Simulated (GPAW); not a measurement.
## 1T-CrSeTe monolayer in an electric field

Wanted: the out-of-plane polarisability of 1T-CrSeTe monolayer.

Method: GPAW, PAW setups; layer in a repeated cell with vacuum, relaxation of atoms and in-plane cell, in the first sound run; inputs show where later runs differ, in GPAW 26.7.0.

Report form: the programs' logs are mostly left out.

### 1. Set-up

The cell holds 3 atoms: 1 Te, 1 Cr and 1 Se. Cell: a = 3.450 Å, b = 3.450 Å, c = 17.212 Å, α = 90.0°, β = 90.0°, γ = 120.0°. Vacuum lies along c.

### 2. Relaxing the atoms

Forces are removed first; all later runs use this geometry.

Contents of run.py:

```python
import json
import numpy as np
from ase import Atoms
from ase.filters import FrechetCellFilter
from ase.optimize import BFGS
from gpaw import GPAW, PW

slab = Atoms(
    ['Te', 'Cr', 'Se'],
    positions=[
        [1.72500, 0.99593, 7.00000],
        [0.00000, 0.00000, 8.74937],
        [-0.00000, 1.99186, 10.21168]],
    cell=[[3.45, 0.0, 0.0], [-1.725, 2.98779, 0.0], [0.0, 0.0, 17.2117]],
    pbc=[True, True, True],
    magmoms=[0.0, 3.0, 0.0])

slab.calc = GPAW(mode=PW(600), xc='PBE', kpts={'size': (9, 9, 1), 'gamma': True},
                 occupations={'name': 'fermi-dirac', 'width': 0.05}, nbands='160%',
                 convergence={'density': 1e-05}, maxiter=200,
                 symmetry={'tolerance': 1e-3}, txt='slab.txt')
result = {}
# The in-plane cell is free; stress needs a cell that repeats along all three vectors
path = []
opt = BFGS(FrechetCellFilter(slab, mask=[1, 1, 0, 0, 0, 1]), maxstep=0.2)
opt.attach(lambda: path.append((slab.get_potential_energy(), slab.positions.tolist(), slab.get_forces().tolist())))
result['relaxed'] = bool(opt.run(fmax=0.02, steps=45))
result['path'] = path
result['cell'] = slab.cell.tolist()
print('in-plane lattice', slab.cell.cellpar().round(4)[[0, 1, 5]])
energy = slab.get_potential_energy()
fermi = slab.calc.get_fermi_level()
v = slab.calc.get_electrostatic_potential().mean((0, 1)) - fermi
n = slab.calc.get_pseudo_density().mean((0, 1))
L = slab.cell[2, 2]
z = np.arange(len(v)) * L / len(v)
low, high = slab.positions[:, 2].min(), slab.positions[:, 2].max()
below, above = np.interp([low - 4.8, high + 4.8], z, v)
slopes = [np.interp(x, z, np.gradient(v, z)) for x in (low - 4.8, high + 4.8)]
eps = np.array([[slab.calc.get_eigenvalues(k, s) for k in range(len(slab.calc.get_ibz_k_points()))]
                for s in range(slab.calc.get_number_of_spins())]) - fermi
top, bottom = eps[eps < 0].max(), eps[eps > 0].min()
dipole = slab.get_dipole_moment()[2]
print(f'energy {energy:.4f} eV, Fermi level {fermi:.4f} eV, dipole {dipole:.5f} e A')
print(f'potential 4.8 A off the faces, from the Fermi level: lower {below:.4f} eV, upper {above:.4f} eV')
print(f'slope of the potential there: lower {slopes[0]:.5f}, upper {slopes[1]:.5f} eV/A')
print(f'nearest levels on the mesh: {top:.4f} and {bottom:.4f} eV')
print('magnetic moment', round(slab.get_magnetic_moment(), 3))
result.update(energy=energy, fermi=fermi, dipole=dipole, below=below, above=above, slopes=slopes, edges=[top, bottom],
              z=z.tolist(), v=v.tolist(), n=n.tolist(), positions=slab.positions.tolist(),
              forces=slab.get_forces(apply_constraint=False).tolist(), moments=slab.get_magnetic_moments().tolist())
json.dump(result, open('result.json', 'w'))
```

The run is started by

```sh
$ OMP_NUM_THREADS=1 OPENBLAS_NUM_THREADS=1 python run.py
```

The job ended after 6.2 min (1 thread of AMD EPYC 7B13 (Zen 3), shared host; peak memory 0.53 GiB).

Numbers from this step:

```
dipole along the normal                    : -0.03748 e·Å
levels nearest the Fermi level on the mesh : -0.05645, 0.002471 eV from the Fermi level
site moments                               : -0.1163, 2.566, -0.1083 μB
sum of the site moments                    : 2.341 μB
```

The electrostatic potential energy of an electron (without an applied field's), less the Fermi level, planar mean by z:

```tsv
z (Å)	electrostatic potential energy of an electron (without an applied field's), less the Fermi level, planar mean (eV)
0	5.21
1	5.17
2	5.13
3	5.10
4	5.05
5	4.77
6	0.712
7	-20.3
8	-2.35
9	-9.86
10	-15.3
11	1.49
12	5.20
13	5.35
14	5.32
15	5.29
16	5.25
17	5.21
```

Table of pseudo valence density, planar mean by z:

```tsv
z (Å)	pseudo valence density, planar mean (e/Å³)
0.00	0
0.53	0
0.88	0
1.41	7.1e-7
1.76	1.5e-6
2.28	5.3e-6
2.81	2.5e-5
3.16	6.5e-5
3.69	2.9e-4
4.22	0.00125
4.57	0.00338
5.09	0.0150
5.44	0.0397
5.97	0.150
6.50	0.294
6.85	0.127
7.38	0.309
7.90	0.282
8.25	0.281
8.78	0.465
9.13	0.417
9.66	0.432
10.19	0.199
10.54	0.340
11.06	0.148
11.59	0.0337
11.94	0.0116
12.47	0.00235
12.82	8.2e-4
13.35	1.7e-4
13.87	3.7e-5
14.23	1.3e-5
14.75	3.4e-6
15.28	0
15.63	0
16.16	0
16.51	0
17.04	0
```

Site moment by atom:

```tsv
atom	site moment (μB)
Te1	-0.12
Cr2	2.57
Se3	-0.11
```

The relaxation lowered the energy of the cell by 0.110 eV (energies extrapolated to zero smearing; the optimiser's log prints free energies). The largest force left on a free atom is 0.0091 eV/Å.

### 3. Plane waves, PBE

With the geometry fixed, the planar mean of the potential gives the vacuum level on each side.

This step: GPAW, PAW setups; slab in vacuum (GPAW 26.7.0).

Changes to run.py since step 2:

```diff
@@ -3,4 +3,2 @@
 from ase import Atoms
-from ase.filters import FrechetCellFilter
-from ase.optimize import BFGS
 from gpaw import GPAW, PW
@@ -10,22 +8,15 @@
     positions=[
-        [1.72500, 0.99593, 7.00000],
-        [0.00000, 0.00000, 8.74937],
-        [-0.00000, 1.99186, 10.21168]],
-    cell=[[3.45, 0.0, 0.0], [-1.725, 2.98779, 0.0], [0.0, 0.0, 17.2117]],
-    pbc=[True, True, True],
+        [1.77613, 1.02545, 7.00000],
+        [-0.00000, -0.00000, 8.84632],
+        [0.00000, 2.05090, 10.19538]],
+    cell=[[3.55226, -0.0, 0.0], [-1.77613, 3.07635, 0.0], [0.0, 0.0, 17.1954]],
+    pbc=[True, True, False],
     magmoms=[0.0, 3.0, 0.0])
 
-slab.calc = GPAW(mode=PW(600), xc='PBE', kpts={'size': (9, 9, 1), 'gamma': True},
+slab.calc = GPAW(mode=PW(400), xc='PBE', kpts={'size': (9, 9, 1), 'gamma': True},
                  occupations={'name': 'fermi-dirac', 'width': 0.05}, nbands='160%',
                  convergence={'density': 1e-05}, maxiter=200,
+                 poissonsolver={'dipolelayer': 'xy'},
                  symmetry={'tolerance': 1e-3}, txt='slab.txt')
 result = {}
-# The in-plane cell is free; stress needs a cell that repeats along all three vectors
-path = []
-opt = BFGS(FrechetCellFilter(slab, mask=[1, 1, 0, 0, 0, 1]), maxstep=0.2)
-opt.attach(lambda: path.append((slab.get_potential_energy(), slab.positions.tolist(), slab.get_forces().tolist())))
-result['relaxed'] = bool(opt.run(fmax=0.02, steps=45))
-result['path'] = path
-result['cell'] = slab.cell.tolist()
-print('in-plane lattice', slab.cell.cellpar().round(4)[[0, 1, 5]])
 energy = slab.get_potential_energy()
```

Elapsed: 32 s, on 1 thread; peak memory 0.22 GiB.

This step gave:

```
dipole along the normal                    : -0.02522 e·Å
levels nearest the Fermi level on the mesh : -0.05574, 0.003150 eV from the Fermi level
upper work function                        : 5.420 eV
lower work function                        : 5.004 eV
site moments                               : -0.1164, 2.563, -0.1084 μB
sum of the site moments                    : 2.338 μB
```

Table of electrostatic potential energy of an electron (without an applied field's), less the Fermi level, planar mean by z:

```tsv
z (Å)	electrostatic potential energy of an electron (without an applied field's), less the Fermi level, planar mean (eV)
0.0	5.21
0.5	5.00
1.0	5.00
1.5	5.00
2.0	5.00
2.5	5.00
3.0	5.00
3.5	5.00
4.0	4.99
4.5	4.94
5.0	4.76
5.5	4.00
6.0	1.01
6.5	-8.89
7.0	-20.3
7.5	-9.58
8.0	-2.42
8.5	-7.02
9.0	-10.1
9.5	-5.94
10.0	-14.7
10.5	-10.3
11.0	1.16
11.5	4.47
12.0	5.21
12.5	5.37
13.0	5.41
13.5	5.42
14.0	5.42
14.5	5.42
15.0	5.42
15.5	5.42
16.0	5.42
16.5	5.42
17.0	5.33
```

Pseudo valence density, planar mean against z:

z (Å), pseudo valence density, planar mean (e/Å³) and a bar from the least value:
```
     0.00      0.000 
     0.64      0.000 
     1.07      0.000 
     1.72      0.000 
     2.36      0.000 
     3.01      0.000 
     3.44      0.000 
     4.08      0.001 
     4.73      0.005 
     5.37      0.030 ##
     5.80      0.094 ######
     6.45      0.295 ###################
     7.09      0.122 ########
     7.52      0.338 ######################
     8.17      0.271 #################
     8.81      0.466 ##############################
     9.46      0.406 ##########################
     9.89      0.394 #########################
    10.53      0.336 ######################
    11.18      0.119 ########
    11.61      0.035 ##
    12.25      0.005 
    12.90      0.001 
    13.54      0.000 
    13.97      0.000 
    14.62      0.000 
    15.26      0.000 
    15.91      0.000 
    16.34      0.000 
    16.98      0.000
```

The potential is flat to 2.6e-4 eV/Å where it is read, so the vacuum is wide enough.

### 4. Field on

A uniform field along the normal polarises the slab; the atoms stay fixed, so this is the electronic response alone.

Changes to run.py since step 3:

```diff
@@ -4,2 +4,3 @@
 from gpaw import GPAW, PW
+from gpaw.external import ConstantElectricField
 
@@ -19,2 +20,3 @@
                  poissonsolver={'dipolelayer': 'xy'},
+                 external=ConstantElectricField(-0.2, [0, 0, 1]),
                  symmetry={'tolerance': 1e-3}, txt='slab.txt')
```

It took 90 s on 1 thread; peak memory 0.31 GiB.

This step gave:

```yaml
dipole_along_the_normal: -0.09365 e·Å
levels_nearest_the_fermi_level_on_the_mesh: -0.05819, 0.001939 eV from the Fermi level
site_moments: -0.1164, 2.566, -0.1075 μB
sum_of_the_site_moments: 2.342 μB
potential_below_the_slab_the_applied_field_s_own_ramp_left_out: 4.414 eV from the Fermi level
potential_above_the_slab_the_applied_field_s_own_ramp_left_out: 5.965 eV from the Fermi level
```

Table of electrostatic potential energy of an electron (without an applied field's), less the Fermi level, planar mean by z:

z (Å), electrostatic potential energy of an electron (without an applied field's), less the Fermi level, planar mean (eV) and a bar from the least value:
```
      0.0        5.2 #############################
      0.5        4.4 ############################
      1.0        4.4 ############################
      1.5        4.4 ############################
      2.0        4.4 ############################
      2.5        4.4 ############################
      3.0        4.4 ############################
      3.5        4.4 ############################
      4.0        4.4 ############################
      4.5        4.4 ############################
      5.0        4.2 ############################
      5.5        3.5 ###########################
      6.0        0.5 ########################
      6.5       -9.3 #############
      7.0      -20.6 
      7.5       -9.8 ############
      8.0       -2.5 ####################
      8.5       -7.0 ###############
      9.0      -10.0 ############
      9.5       -5.8 #################
     10.0      -14.5 #######
     10.5      -10.0 ############
     11.0        1.6 #########################
     11.5        5.0 #############################
     12.0        5.7 ##############################
     12.5        5.9 ##############################
     13.0        6.0 ##############################
     13.5        6.0 ##############################
     14.0        6.0 ##############################
     14.5        6.0 ##############################
     15.0        6.0 ##############################
     15.5        6.0 ##############################
     16.0        6.0 ##############################
     16.5        6.0 ##############################
     17.0        5.6 ##############################
```

The dipole is now -0.0936 e Å, against -0.025 in the run without a field.

### 5. In a field

Changes to run.py since step 4:

```diff
@@ -20,3 +20,3 @@
                  poissonsolver={'dipolelayer': 'xy'},
-                 external=ConstantElectricField(-0.2, [0, 0, 1]),
+                 external=ConstantElectricField(-0.1, [0, 0, 1]),
                  symmetry={'tolerance': 1e-3}, txt='slab.txt')
```

It took 95 s on 1 thread; peak memory 0.31 GiB.

Numbers from this step:

```
dipole along the normal                                         : -0.05940 e·Å
levels nearest the Fermi level on the mesh                      : -0.05701, 0.002454 eV from the Fermi level
site moments                                                    : -0.1164, 2.564, -0.1079 μB
sum of the site moments                                         : 2.340 μB
potential below the slab, the applied field's own ramp left out : 4.708 eV from the Fermi level
potential above the slab, the applied field's own ramp left out : 5.692 eV from the Fermi level
```

The electrostatic potential energy of an electron (without an applied field's), less the Fermi level, planar mean by z:

z (Å), electrostatic potential energy of an electron (without an applied field's), less the Fermi level, planar mean (eV) and a bar from the least value:
```
      0.0        5.2 #############################
      0.5        4.7 #############################
      1.0        4.7 #############################
      1.5        4.7 #############################
      2.0        4.7 #############################
      2.5        4.7 #############################
      3.0        4.7 #############################
      3.5        4.7 #############################
      4.0        4.7 #############################
      4.5        4.7 #############################
      5.0        4.5 #############################
      5.5        3.7 ############################
      6.0        0.8 ########################
      6.5       -9.1 #############
      7.0      -20.5 
      7.5       -9.7 ############
      8.0       -2.5 #####################
      8.5       -7.0 ###############
      9.0      -10.1 ############
      9.5       -5.9 #################
     10.0      -14.6 #######
     10.5      -10.1 ############
     11.0        1.4 #########################
     11.5        4.7 #############################
     12.0        5.5 ##############################
     12.5        5.6 ##############################
     13.0        5.7 ##############################
     13.5        5.7 ##############################
     14.0        5.7 ##############################
     14.5        5.7 ##############################
     15.0        5.7 ##############################
     15.5        5.7 ##############################
     16.0        5.7 ##############################
     16.5        5.7 ##############################
     17.0        5.5 ##############################
```

The dipole is now -0.0594 e Å, against -0.025 in the run without a field.

### 6. Field on

Changes to run.py since step 5:

```diff
@@ -20,3 +20,3 @@
                  poissonsolver={'dipolelayer': 'xy'},
-                 external=ConstantElectricField(-0.1, [0, 0, 1]),
+                 external=ConstantElectricField(-0.05, [0, 0, 1]),
                  symmetry={'tolerance': 1e-3}, txt='slab.txt')
```

It took 90 s on 1 thread; peak memory 0.31 GiB.

### 7. Field on

Changes to run.py since step 6:

```diff
@@ -20,3 +20,3 @@
                  poissonsolver={'dipolelayer': 'xy'},
-                 external=ConstantElectricField(-0.05, [0, 0, 1]),
+                 external=ConstantElectricField(0.05, [0, 0, 1]),
                  symmetry={'tolerance': 1e-3}, txt='slab.txt')
```

Wall time 93 s (1 thread); peak memory 0.31 GiB.

Electrostatic potential energy of an electron (without an applied field's), less the Fermi level, planar mean against z:

```tsv
z (Å)	electrostatic potential energy of an electron (without an applied field's), less the Fermi level, planar mean (eV)
0.0	5.22
0.5	5.15
1.0	5.15
1.5	5.15
2.0	5.15
2.5	5.15
3.0	5.15
3.5	5.15
4.0	5.14
4.5	5.09
5.0	4.90
5.5	4.13
6.0	1.13
6.5	-8.78
7.0	-20.3
7.5	-9.53
8.0	-2.39
8.5	-7.01
9.0	-10.1
9.5	-5.99
10.0	-14.8
10.5	-10.4
11.0	1.05
11.5	4.35
12.0	5.08
12.5	5.24
13.0	5.27
13.5	5.28
14.0	5.28
14.5	5.29
15.0	5.29
15.5	5.29
16.0	5.29
16.5	5.29
17.0	5.26
```

### 8. Field on

Changes to run.py since step 7:

```diff
@@ -20,3 +20,3 @@
                  poissonsolver={'dipolelayer': 'xy'},
-                 external=ConstantElectricField(0.05, [0, 0, 1]),
+                 external=ConstantElectricField(0.1, [0, 0, 1]),
                  symmetry={'tolerance': 1e-3}, txt='slab.txt')
```

Elapsed: 95 s, on 1 thread; peak memory 0.31 GiB.

The dipole is now 0.00912 e Å, against -0.025 in the run without a field.

### 9. Field on

Changes to run.py since step 8:

```diff
@@ -20,3 +20,3 @@
                  poissonsolver={'dipolelayer': 'xy'},
-                 external=ConstantElectricField(0.1, [0, 0, 1]),
+                 external=ConstantElectricField(0.2, [0, 0, 1]),
                  symmetry={'tolerance': 1e-3}, txt='slab.txt')
```

Run time: 93 s. Hardware: 1 thread; peak memory 0.31 GiB.

[end of part 1 of 2]

[Logs are printed without paths, hosts, clocks, repeated set-up lines and the standing remarks that a program may print on its own settings, such as how far it seeks lower states.]

[Hosts, paths, dates, database ids (printed as entryN), source tags and the programs' standing remarks are cut or masked in the printed files.]
